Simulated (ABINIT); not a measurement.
# Quasiparticle gap of WS2 (Tungstenite) in ABINIT, part 3 of 3

Aim: the G0W0 gap of WS2 (Tungstenite) on PBEsol with spin-orbit coupling, step by step.

ABINIT 10.8.3; PBEsol and many-body steps on it, plane waves. Known limits of the many-body steps: not at the basis limit; screening head approximate.

So far. Step 4 (Empty states on the mesh, 4×4×4 mesh, 106 bands): On this mesh the gap is 1.279 eV. The earlier step found 0.864 eV, so this mesh misses an edge. Step 5 (Screening, 4×4×4 mesh, 98 bands, screening to 98 eV): Local fields lower ε∞ by 14 %.

### 6. Self-energy, 4×4×4 mesh, 98 bands, screening to 98 eV

The self-energy is evaluated for the states that the input lists, and the levels follow from it, in one-shot runs by the linearised quasiparticle equation.

This step: G0W0 on PBEsol with spin-orbit coupling, plane waves, norm-conserving pseudopotentials.

Input file run.abi:

```
acell 3*1.0 Angstrom
rprim 
  1.579000000014 0.911636075086 6.163333333296
  -1.579000000014 0.911636075086 6.163333333296
  0.000000000000 -1.823272150090 6.163333333308
ntypat 2
znucl 74 16
natom 3
typat 1 2 2
xred 
  0.000000000000 0.000000000000 0.000000000000
  0.249700000000 0.249700000000 0.249700000000
  0.419000000000 0.419000000000 0.419000000000
pp_dirpath "pseudos"
pseudos "W.upf, S.upf"
ecut 31
nspinor 2
ngkpt 4 4 4
nshiftk 1
shiftk 0 0 0
kptopt 1
chksymbreak 0
istwfk *1
occopt 1
irdwfk 1
optdriver 4
nband 98
gwcalctyp 0
ecutsigx 31
symsigma 0
nkptgw 3
kptgw 
  0.5000000000 0.5000000000 0.5000000000
  0.2500000000 0.0000000000 0.0000000000
  0.0000000000 0.0000000000 0.0000000000
bdgw 
  23 30
  24 29
  23 30
ecuteps 3.6
irdscr 1
ppmodel 1
indata_prefix "in"
outdata_prefix "out"
tmpdata_prefix "tmp"
```

Run with:

```sh
$ OMP_NUM_THREADS=1 mpirun -n 4 abinit run.abi > log
```

Numbers of over 12 decimals in the logs are rounded to 6 here.

Log:

```text
.Version 10.8.3 of ABINIT. v10.8.2 released Aug 2026.

 Symmetries : space group R3 m (#160); Bravais hR (rhombohedral)
[... echo of the input left out ...]
== DATASET  1 ==================================================================
-   mpi_nproc: 4, omp_nthreads: 1 (-1 if OMP is not activated)

--- !DatasetInfo
iteration_state: {dtset: 1, }
dimensions: {natom: 3, nkpt: 13, mband: 98, nsppol: 1, nspinor: 2, nspden: 1, mpw: 2976, }
cutoff_energies: {ecut:  31.0, pawecutdg:  -1.0, }
electrons: {nelect:   2.60000000E+01, charge:   0.00000000E+00, occopt:   1.00000000E+00, tsmear:   1.00000000E-02, }

 SIGMA: Calculation of the GW corrections

 Based on a program developped by R.W. Godby, V. Olevano, G. Onida, and L. Reining.
 Incorporated in ABINIT by V. Olevano, G.-M. Rignanese, and M. Torrent.
.Using double precision arithmetic ; gwpc =  8

[... cell and pseudopotentials left out ...]
--------------------------------------------------------------------------------

 ==== K-mesh for the wavefunctions ====
 Number of points in the irreducible wedge :    13
[... list of points left out ...]
 Together with  6 symmetry operations and time-reversal symmetry
 yields    64 points in the full Brillouin Zone.

 ==== Q-mesh for screening function ====
 Number of points in the irreducible wedge :    13
[... list of points left out ...]
 Together with  6 symmetry operations and time-reversal symmetry
 yields    64 points in the full Brillouin Zone.

 vcoul_init : cutoff-mode = AUXILIARY_FUNCTION
 q-points for optical limit:   1
     1)      0.000010    0.000020    0.000030
 setmesh: FFT mesh size selected  =    64x   64x   64
          total number of points  =       262144

 Number of electrons calculated from density =   26.0000; Expected =   26.0000
 average of density, n =  0.072378
 r_s =    1.4886
 omega_plasma =   25.9513 [eV]

 === KS Band Gaps ===
  >>>> For spin  1
   Minimum direct gap =   2.1858 [eV], located at k-point      :   0.5000  0.5000  0.5000
   Fundamental gap    =   1.2797 [eV], Top of valence bands at :   0.5000  0.5000  0.5000
                                       Bottom of conduction at :   0.2500  0.0000  0.0000
 SIGMA fundamental parameters:
 PLASMON POLE MODEL  1
 number of plane-waves for SigmaX                 2963
 number of plane-waves for SigmaC and W            129
 number of plane-waves for wavefunctions          2963
 number of bands                                    98
 number of independent spin polarizations            1
 number of spinorial components                      2
 number of k-points in IBZ                          13
 number of q-points in IBZ                          13
 number of symmetry operations                       6
 number of k-points in BZ                           64
 number of q-points in BZ                           64
 number of frequencies for dSigma/dE                 9
 frequency step for dSigma/dE [eV]                0.25
 number of omega for Sigma on real axis              0
 max omega for Sigma on real axis  [eV]           0.00
 zcut for avoiding poles [eV]                     0.10

 EPSILON^-1 parameters (SCR file):
 dimension of the eps^-1 matrix on file            129
 dimension of the eps^-1 matrix used               129
 number of plane-waves for wavefunctions          2963
 number of bands                                    98
 number of q-points in IBZ                          13
 number of frequencies                               2
 number of real frequencies                          1
 number of imag frequencies                          1

 matrix elements of self-energy operator (all in [eV])

 Perturbative Calculation

--- !SelfEnergy_ee
iteration_state: {dtset: 1, }
kpoint     : [   0.500,    0.500,    0.500, ]
spin       : 1
KS_gap     :    2.186
QP_gap     :    2.671
Delta_QP_KS:    0.485
data: !SigmaeeData |
     Band     E0 <VxcDFT>   SigX SigC(E0)      Z dSigC/dE  Sig(E)    E-E0       E
       23   7.308 -15.349 -17.469   2.330   0.790  -0.265 -15.183   0.166   7.475
       24   7.308 -15.349 -17.469   2.330   0.790  -0.265 -15.183   0.166   7.475
       25   9.484 -15.516 -16.317   1.282   0.792  -0.263 -15.135   0.381   9.865
       26   9.484 -15.516 -16.317   1.282   0.792  -0.263 -15.135   0.381   9.865
       27  11.670 -15.014 -10.705  -3.212   0.789  -0.267 -14.148   0.866  12.537
       28  11.670 -15.014 -10.712  -3.207   0.789  -0.267 -14.149   0.865  12.535
       29  11.695 -15.115 -10.510  -3.378   0.794  -0.260 -14.141   0.975  12.670
       30  11.695 -15.115 -10.509  -3.378   0.794  -0.260 -14.141   0.975  12.670

--- !SelfEnergy_ee
iteration_state: {dtset: 1, }
kpoint     : [   0.250,    0.000,    0.000, ]
spin       : 1
KS_gap     :    2.893
QP_gap     :    3.567
Delta_QP_KS:    0.673
data: !SigmaeeData |
     Band     E0 <VxcDFT>   SigX SigC(E0)      Z dSigC/dE  Sig(E)    E-E0       E
       24   7.537 -13.723 -16.526   2.578   0.787  -0.271 -13.900  -0.177   7.360
       25   7.858 -14.692 -16.393   1.999   0.791  -0.265 -14.456   0.236   8.093
[...]
--- !SelfEnergy_ee
iteration_state: {dtset: 1, }
kpoint     : [   0.000,    0.000,    0.000, ]
spin       : 1
KS_gap     :    3.304
QP_gap     :    4.044
Delta_QP_KS:    0.740
data: !SigmaeeData |
     Band     E0 <VxcDFT>   SigX SigC(E0)      Z dSigC/dE  Sig(E)    E-E0       E
[...]
26   8.266 -14.341 -15.733   1.679   0.794  -0.259 -14.113   0.228   8.494
       27  11.570 -15.028 -10.479  -3.331   0.795  -0.259 -14.060   0.968  12.538
       28  11.570 -15.028 -10.480  -3.330   0.795  -0.259 -14.060   0.968  12.538
       29  11.666 -15.020 -10.516  -3.326   0.792  -0.263 -14.087   0.934  12.600
       30  11.666 -15.020 -10.514  -3.327   0.792  -0.263 -14.087   0.934  12.600

== END DATASET(S) ==============================================================
================================================================================

 -outvars: echo values of variables after computation  --------
           etotal      0.0000000000E+00
            nband          98
             nkpt          13
          spgroup         160
 [... the other variables as echoed above ...]

 Calculation completed.
```

Elapsed: 5.2 min, on 4 MPI ranks of Arm Neoverse V2, shared host; peak memory 4.4 GiB; 21 min of CPU time.

This step gave:

| Item | Value |
| --- | --- |
| G0W0 gap on the points computed | 1.796 eV |
| starting gap on the mesh | 1.279 eV |
| k of the valence top | 0.5, 0.5, 0.5 |
| k of the conduction bottom | 0.25, 0, 0 |
| Z at the valence top | 0.792 |
| Z at the conduction bottom | 0.799 |
| least direct G0W0 gap on the computed points | 2.67 eV |

The gap on the mesh goes from 1.28 eV to 1.80 eV, a correction of +0.52 eV. The start differs from the 0.86 eV found before because the two sample other k points.

Limits: finite bands, cutoff and mesh; screening head approximate. v1 is the top filled band, c1 the lowest empty one. The levels before and after the correction (eV, zero at the valence-band top of each column):

```
           conduction bottom  valence top
Kohn-Sham               1.28         0.00
     G0W0               1.80         0.00
```

```
                         level  energy (eV)
Kohn-Sham  (0.5 0.5 0.5) v4-v3       -2.176
Kohn-Sham  (0.5 0.5 0.5) v2-v1        0.000
Kohn-Sham  (0.5 0.5 0.5) c1-c2        2.186
Kohn-Sham  (0.5 0.5 0.5) c3-c4        2.210
Kohn-Sham        (0.25 0 0) v3       -1.948
Kohn-Sham        (0.25 0 0) v2       -1.627
Kohn-Sham        (0.25 0 0) v1       -1.614
Kohn-Sham        (0.25 0 0) c1        1.279
Kohn-Sham        (0.25 0 0) c2        1.281
Kohn-Sham        (0.25 0 0) c3        2.004
     G0W0  (0.5 0.5 0.5) v4-v3       -2.390
     G0W0  (0.5 0.5 0.5) v2-v1        0.000
     G0W0  (0.5 0.5 0.5) c1-c2        2.672
     G0W0  (0.5 0.5 0.5) c3-c4        2.805
     G0W0        (0.25 0 0) v3       -2.505
     G0W0        (0.25 0 0) v2       -1.772
     G0W0        (0.25 0 0) v1       -1.758
     G0W0        (0.25 0 0) c1        1.808
     G0W0        (0.25 0 0) c2        1.796
     G0W0        (0.25 0 0) c3        2.649
```

### 7. Where the time went

Times are wall times on 4 MPI ranks of Arm Neoverse V2, shared host, good to a factor of about two.

```
                          step     time  share  memory (GiB)
                  ground state  2.7 min   11 %          0.67
bands along the symmetry lines     73 s    5 %          0.45
      empty states on the mesh  2.2 min    9 %          0.47
                     screening   13 min   53 %           6.9
                   self-energy  5.2 min   22 %           4.4
```

### 8. Summary of results

```yaml
pbesol_gap: 0.85 eV, indirect
g0w0_gap_on_the_mesh: 1.80 eV
g0w0_gap_over_the_zone_rigid_shift: 1.37 eV
gw_settings: 4×4×4 mesh, 98 bands, screening to 98 eV, Godby-Needs plasmon pole
known_limits: not at the basis limit; screening head approximate
```

What this shows: G0W0 moves the gap on the mesh from 1.28 eV to 1.80 eV (+0.52 eV), with Z of 0.79 and 0.80 at the edges. The mesh misses the band edges by 0.43 eV in all; a rigid shift gives 1.37 eV for the zone. Local fields lower the RPA ε∞ on this mesh from 12.84 to 11.05. Only 3 of the mesh's irreducible points were corrected, so a valley elsewhere could overtake. The dearest step here is «screening». Bands and cutoff are finite, so the gap is not at the basis limit. The miss can reach some tenths of an eV and take either sign; the mesh is an error of its own. In the G0W0 run levels were corrected at 3 k points alone, so a gap called «on the mesh» is the least over those, and an edge elsewhere would be missed. A denser mesh or path gives a starting gap of 0.85 eV: the GW mesh misses a band edge, so its gaps are not the fundamental one. The long-wavelength limit of the screening leaves out the non-local commutator, which shifts ε∞.

[Paths, hosts, dates, memory and timing lines, banners, echoed tables and standing remarks are left out of the program output.]

[Logs are printed without paths, hosts, clocks, repeated set-up lines and the standing remarks that a program may print on its own settings, such as how far it seeks lower states.]

[Runs of the session that timed out or met a known fault of the program may be left out.]

[Hosts, paths, dates, database ids (printed as entryN), source tags and the programs' standing remarks are cut or masked in the printed files.]

[G0W0 gaps are taken among the corrected bands and points alone; a level outside them can change the order at an edge.]

[Where Ansatz stands beside ABINIT at settings called matched, ABINIT's density can come from a denser mesh and the files from another edition; pairs whose starting gaps differed by over 0.03 eV were left out, so agreement reads better than it is.]
